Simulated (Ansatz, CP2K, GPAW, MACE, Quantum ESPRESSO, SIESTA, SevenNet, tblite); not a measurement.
# Running random rock-salt alloy of NbC and TiC (64 atoms) with CP2K

Wanted: CP2K inputs and outputs for random rock-salt alloy of NbC and TiC (64 atoms), checked against a plane-wave reference.

Main program and level: CP2K 2026.2; the method is named at each step.

**1. Set-up**

The cell holds 64 atoms: 20 Ti, 32 C and 12 Nb. Cell: a = 8.762 Å, b = 8.762 Å, c = 8.762 Å, α = 90.0°, β = 90.0°, γ = 90.0°. It derives from NbC (rock-salt), repeated 2×2×2. Rock-salt NbC, 2 x 2 x 2 conventional cells, 20 of 32 Nb sites given to Ti at random (x = 0.625), lattice by Vegard's rule (a = 4.381 Å); not relaxed, displaced by a Gaussian of 0.02 Å. Then every atom was moved at random, 0.02 Å r.m.s. a Cartesian component.

The yardstick, on the same geometry:

| Quantity | Value |
| --- | --- |
| method | Kohn-Sham DFT, PBE, SSSP efficiency 1.3.0 pseudopotentials, plane waves (Quantum ESPRESSO 7.5); sssp-pbe-1.3.0-efficiency, cutoffs 45/360 Ry, Γ point |
| r.m.s. force component | 0.5196 eV/Å |
| longest force | 2.174 eV/Å |
| pressure | 2.944 GPa |
| time | 3.8 min on 2 MPI ranks of Arm Neoverse V1, shared host |
| CPU time | 7.6 min |

**2. PBE, DZVP-MOLOPT-SR, 800/50 Ry, diagonalisation**

Method: Kohn-Sham DFT, PBE, GTH-PBE pseudopotentials, Gaussian and plane waves, DZVP-MOLOPT-SR-GTH, diagonalisation.

Input file input.inp:

```
&GLOBAL
  PROJECT cell
  RUN_TYPE ENERGY_FORCE
  PRINT_LEVEL LOW
&END GLOBAL
&FORCE_EVAL
  METHOD QS
  STRESS_TENSOR ANALYTICAL
  &DFT
    BASIS_SET_FILE_NAME BASIS_MOLOPT
    POTENTIAL_FILE_NAME GTH_POTENTIALS
    &MGRID
      CUTOFF 800
      REL_CUTOFF 50
      NGRIDS 5
    &END MGRID
    &QS
      EPS_DEFAULT 1.0E-12
    &END QS
    &SCF
      SCF_GUESS ATOMIC
      EPS_SCF 5.0E-06
      MAX_SCF 200
      ADDED_MOS 42
      &DIAGONALIZATION
        ALGORITHM STANDARD
      &END DIAGONALIZATION
      &SMEAR ON
        METHOD FERMI_DIRAC
        ELECTRONIC_TEMPERATURE [K] 580
      &END SMEAR
      &MIXING
        METHOD BROYDEN_MIXING
        ALPHA 0.15
        NBROYDEN 12
      &END MIXING
      &PRINT
        &RESTART OFF
        &END RESTART
      &END PRINT
    &END SCF
    &XC
      &XC_FUNCTIONAL PBE
      &END XC_FUNCTIONAL
    &END XC
    &PRINT
      &MULLIKEN ON
      &END MULLIKEN
      &HIRSHFELD ON
        SHAPE_FUNCTION DENSITY
      &END HIRSHFELD
      &MO ON
        EIGENVALUES T
        OCCUPATION_NUMBERS T
        MO_INDEX_RANGE 251 274
        &EACH
          QS_SCF 0
        &END EACH
        ADD_LAST NUMERIC
      &END MO
    &END PRINT
  &END DFT
  &SUBSYS
    &CELL
      A 8.76240 0.00000 0.00000
      B 0.00000 8.76240 0.00000
      C 0.00000 0.00000 8.76240
    &END CELL
    &TOPOLOGY
      COORD_FILE_NAME structure.xyz
      COORD_FILE_FORMAT XYZ
    &END TOPOLOGY
    &KIND Ti
      BASIS_SET DZVP-MOLOPT-SR-GTH-q12
      POTENTIAL GTH-PBE-q12
    &END KIND
    &KIND C
      BASIS_SET DZVP-MOLOPT-SR-GTH-q4
      POTENTIAL GTH-PBE-q4
    &END KIND
    &KIND Nb
      BASIS_SET DZVP-MOLOPT-SR-GTH-q13
      POTENTIAL GTH-PBE-q13
    &END KIND
  &END SUBSYS
  &PRINT
    &FORCES ON
    &END FORCES
    &STRESS_TENSOR ON
    &END STRESS_TENSOR
  &END PRINT
&END FORCE_EVAL
```

Input file structure.xyz:

```xyz
64

Ti 0.01402 0.02208 0.01910
C 2.21943 0.00105 0.01367
Nb 8.73410 2.17886 2.21733
C 2.20716 2.21908 2.18210
Ti 2.19095 0.01717 2.18052
C 8.74470 0.05012 2.17518
Ti 2.12918 2.22784 8.75776
C 0.01849 2.20050 8.76012
Ti 8.74619 0.00692 4.36613
C 2.22556 0.04740 4.34501
Ti 0.00131 2.23836 6.59581
C 2.20357 2.23336 6.59152
Ti 2.23546 8.74768 6.55173
C 8.73489 0.04802 6.56768
Nb 2.22223 2.20830 4.36026
C 8.74873 2.13846 4.40241
Nb 0.01901 4.40074 8.75986
C 2.18727 4.36683 8.72078
Nb 8.70737 6.56803 2.19262
C 2.18674 6.53316 2.19735
Ti 2.24063 4.42370 2.15213
C 8.73252 4.44035 2.24151
Nb 2.17316 6.55428 8.74873
C 8.75627 6.56321 8.74978
Nb 0.03873 4.35605 4.39023
C 2.16002 4.38602 4.35351
Ti 0.01989 6.60781 6.60264
C 2.20541 6.56146 6.55857
Ti 2.16510 4.39934 6.57049
C 0.07790 4.37612 6.49154
Nb 2.18228 6.60957 4.39373
C 8.72709 6.61088 4.36332
Ti 4.37778 8.73427 8.75635
C 6.59318 8.72954 8.75022
Ti 4.38576 2.14171 2.18341
C 6.54762 2.22328 2.18403
Nb 6.54061 8.73410 2.17754
C 4.38821 0.04627 2.18350
Nb 6.58503 2.19586 8.74286
C 4.34966 2.14679 0.03619
Ti 4.36665 0.02839 4.37550
C 6.54814 0.01604 4.39294
Nb 4.38444 2.19174 6.56637
C 6.54928 2.23362 6.56637
Nb 6.58862 0.02331 6.54709
C 4.37025 8.72595 6.60203
Ti 6.55112 2.15283 4.40582
C 4.36534 2.22320 4.36709
Ti 4.42571 4.39110 0.00131
C 6.56199 4.37910 8.73603
Ti 4.38900 6.58731 2.16826
C 6.56435 6.58854 2.21435
Ti 6.62078 4.37857 2.20252
C 4.43071 4.34606 2.18543
Ti 6.58932 6.54245 0.02453
C 4.37831 6.56348 0.00184
[... 4 atom lines left out ...]
Ti 6.58459 4.38856 6.55489
C 4.34282 4.39023 6.56286
Ti 6.54008 6.62069 4.39277
C 4.37165 6.56978 4.41310
```

Started as:

```
> OMP_NUM_THREADS=1 mpirun -np 4 cp2k.psmp -i input.inp > output.txt
```

What it wrote:

```text
CP2K| version string:                                       CP2K version 2026.2
 CP2K| Input file name                                                 input.inp
 GLOBAL| Basis set file name                                        BASIS_MOLOPT
 GLOBAL| Potential file name                                      GTH_POTENTIALS
 GLOBAL| Run type                                                   ENERGY_FORCE
 GLOBAL| Total number of message passing processes                             4
 GLOBAL| Number of threads for this process                                    1
 TOTAL NUMBERS AND MAXIMUM NUMBERS
  Total number of            - Atomic kinds:                                   3
                             - Atoms:                                         64
                             - Shell sets:                                    64
                             - Shells:                                       416
                             - Primitive Cartesian functions:                364
                             - Cartesian basis functions:                   1440
                             - Spherical basis functions:                   1248
  Maximum angular momentum of- Orbital basis functions:                        3
                             - Local part of the GTH pseudopotential:          2
                             - Non-local part of the GTH pseudopotential:      4
 SCF PARAMETERS         Density guess:                                    ATOMIC
                        max_scf:                                             200
                        eps_scf:                                        5.00E-06
                        added MOs                                        42    0
                        Mixing method:                            BROYDEN_MIXING
                                                charge density mixing in g-space
                        Smear method:                                FERMI_DIRAC
                        Electronic temperature [K]:                        580.0
                        Electronic temperature [a.u.]:                  1.84E-03
                        Accuracy threshold:                             1.00E-10
 Extrapolation method: initial_guess
 Number of electrons:                                                        524
 Number of occupied orbitals:                                                262
 Number of molecular orbitals:                                               304
 Number of orbital functions:                                               1248
 Number of independent orbital functions:                                   1248
 SCF WAVEFUNCTION OPTIMIZATION
  Step     Update method      Time    Convergence         Total energy    Change
     1 NoMix/Diag. 0.15E+00    7.4     1.80843805     -2044.2797805769 -2.04E+03
     2 Broy./Diag. 0.15E+00   10.4     0.10336003     -2063.8092645562 -1.95E+01
     3 Broy./Diag. 0.15E+00   10.4     0.19132355     -2050.3774378517  1.34E+01
     4 Broy./Diag. 0.15E+00   10.4     0.05638013     -2038.1474231502  1.22E+01
[...]
15 Broy./Diag. 0.15E+00   10.4     0.00000750     -2033.1211807489  1.44E-03
    16 Broy./Diag. 0.15E+00   10.4     0.00000400     -2033.1208411974  3.40E-04
  *** SCF run converged in    16 steps ***
  Electronic density on regular grids:       -523.9999999999        0.0000000001
  Core density on regular grids:              523.9999999997       -0.0000000003
  Total charge density on r-space grids:       -0.0000000002
  Total charge density g-space grids:          -0.0000000002
  Overlap energy of the core charge distribution:               5.2152e-10
  Self energy of the core charge distribution:              -3808.371915
  Core Hamiltonian energy:                                    952.263307
  Hartree energy:                                            1108.595306
  Exchange-correlation energy:                               -285.604879
  Electronic entropic energy:                                  -0.00265915
  Fermi energy:                                                 0.482352
  Total energy:                                             -2033.120841
  Total energy (extrapolated to T->0):                      -2033.119512
 MO| EIGENVALUES AND OCCUPATION NUMBERS
 MO|
 MO|  Index      Eigenvalue [a.u.]        Eigenvalue [eV]             Occupation
 MO|    251               0.455732              12.401103               1.999999
 MO|    252               0.456219              12.414349               1.999999
 MO|    253               0.457135              12.439279               1.999998
[...]
MO|    273               0.547906              14.909287               0.000000
 MO|    274               0.548701              14.930901               0.000000
 MO| Sum:                                                             524.000000
 MO| E(Fermi):            0.482352 a.u.         13.125467 eV
 !-----------------------------------------------------------------------------!
                     Mulliken Population Analysis
 #  Atom  Element  Kind  Atomic population                           Net charge
       1     Ti       1         11.892443                              0.107557
       2     C        2          4.210656                             -0.210656
       3     Nb       3         12.570864                              0.429136
[...]
63     Ti       1         11.889496                              0.110504
      64     C        2          4.224976                             -0.224976
 # Total charge                            524.000000                  0.000000
 !-----------------------------------------------------------------------------!
 !-----------------------------------------------------------------------------!
                           Hirshfeld Charges
  #Atom  Element  Kind  Ref Charge     Population                    Net charge
      1       Ti     1      12.000         11.785                         0.215
      2       C      2       4.000          4.304                        -0.304
      3       Nb     3      13.000         12.508                         0.492
[...]
63       Ti     1      12.000         11.779                         0.221
     64       C      2       4.000          4.317                        -0.317
  Total Charge                                                            0.000
 !-----------------------------------------------------------------------------!
 ENERGY| Total FORCE_EVAL ( QS ) energy [hartree]          -2033.120922
 FORCES| Atomic forces [hartree/bohr]
 FORCES|   Atom     x               y               z               |f|
 FORCES|      1  9.57811945E-03 -3.12822182E-03 -1.51623196E-02   1.82050015E-02
 FORCES|      2 -9.80083628E-03  4.14909381E-03 -3.80336987E-03   1.13020792E-02
 FORCES|      3  4.00180632E-03  4.13868030E-03 -2.97146690E-03   6.47863751E-03
[...]
FORCES|     63 -1.79361558E-03 -1.03390167E-02  1.04676574E-02   1.48217467E-02
 FORCES|     64  5.38186466E-03  5.49306141E-03 -9.77242473E-03   1.24353720E-02
 FORCES| Sum    -2.12431216E-05 -6.22774020E-05 -8.94703973E-05
 FORCES| Total atomic force                                       1.11061681E-04
 STRESS| Analytical stress tensor [bar]
 STRESS|                        x                   y                   z
 STRESS|      x        2.00701013035E+04  -7.44030095300E+02   3.67955970930E+03
 STRESS|      y       -7.44030095300E+02   2.04898158379E+04   3.60191857253E+02
 STRESS|      z        3.67955970930E+03   3.60191857253E+02   1.47973996932E+04
 STRESS| 1/3 Trace                                             1.84524389449E+04
```

Run time: 3.6 min. Hardware: 4 MPI ranks of Arm Neoverse V1, shared host; peak memory 6 GiB.

Banners and routine set-up lines are dropped from the logs; longer cuts are marked.

Compared with the plane-wave run:

| Item | Value |
| --- | --- |
| r.m.s. force component | 0.5213 eV/Å |
| r.m.s. difference of force components | 13.3 meV/Å |
| longest difference of force vectors | 43.23 meV/Å |
| force difference over r.m.s. force | 2.559 % |
| slope of forces against the reference's | 1.003 |
| correlation of force components | 0.9997 |
| pressure | 1.845 GPa |
| pressure difference | -1.099 GPa |

Length of the force difference by element (eV/Å):

```csv
element,atoms,mean,most
C,32,0.021,0.039
Nb,12,0.026,0.043
Ti,20,0.018,0.033
```

The surroundings of Nb45, picked at random, nearest first, numbered as they follow in the input and with coordinates relative to it.

```csv
atom,x,y,z,distance (Å),bonds,Hirshfeld charge (e),Fx,Fy,Fz (eV/Å)
Nb45,0.00,0.00,0.00,0.00,6,0.53,-0.04,-1.08,0.35
C14,2.15,0.02,0.02,2.15,6,-0.30,0.96,-0.18,0.00
C42,-0.04,-0.01,-2.15,2.15,6,-0.34,0.10,-0.13,-0.29
C60,0.01,-2.18,0.02,2.18,6,-0.30,0.01,-0.67,0.09
C34,0.00,-0.06,2.20,2.20,6,-0.34,-0.21,0.12,0.20
C44,-0.04,2.21,0.02,2.21,6,-0.35,1.03,0.04,-0.32
C46,-2.22,-0.06,0.05,2.22,6,-0.33,-0.16,0.51,-0.37
Ti47,-0.04,2.13,-2.14,3.02,6,0.21,0.20,0.71,-0.39
Ti63,-0.05,-2.17,-2.15,3.05,6,0.22,-0.09,-0.53,0.54
```

Forces lie 2.6 % from the reference's, at 1.9 times its CPU time (on 4 against 2 cores).

(Part 1 of 2 ends here.)

[Long decimals in the printed logs are rounded to 6 places.]

[Also dropped from logs without a mark: lines with file paths, logging warnings of Python, QE's lines on negative density and diagonalisation, SIESTA's first energy breakdown, zero terms and Voronoi charges.]

[Logs are printed without paths, hosts, clocks, repeated set-up lines and the standing remarks that a program may print on its own settings, such as how far it seeks lower states.]

[Hosts, paths, dates, database ids (printed as entryN), source tags and the programs' standing remarks are cut or masked in the printed files.]

[Most failed runs of this program on this cell are left out, timed-out ones always.]
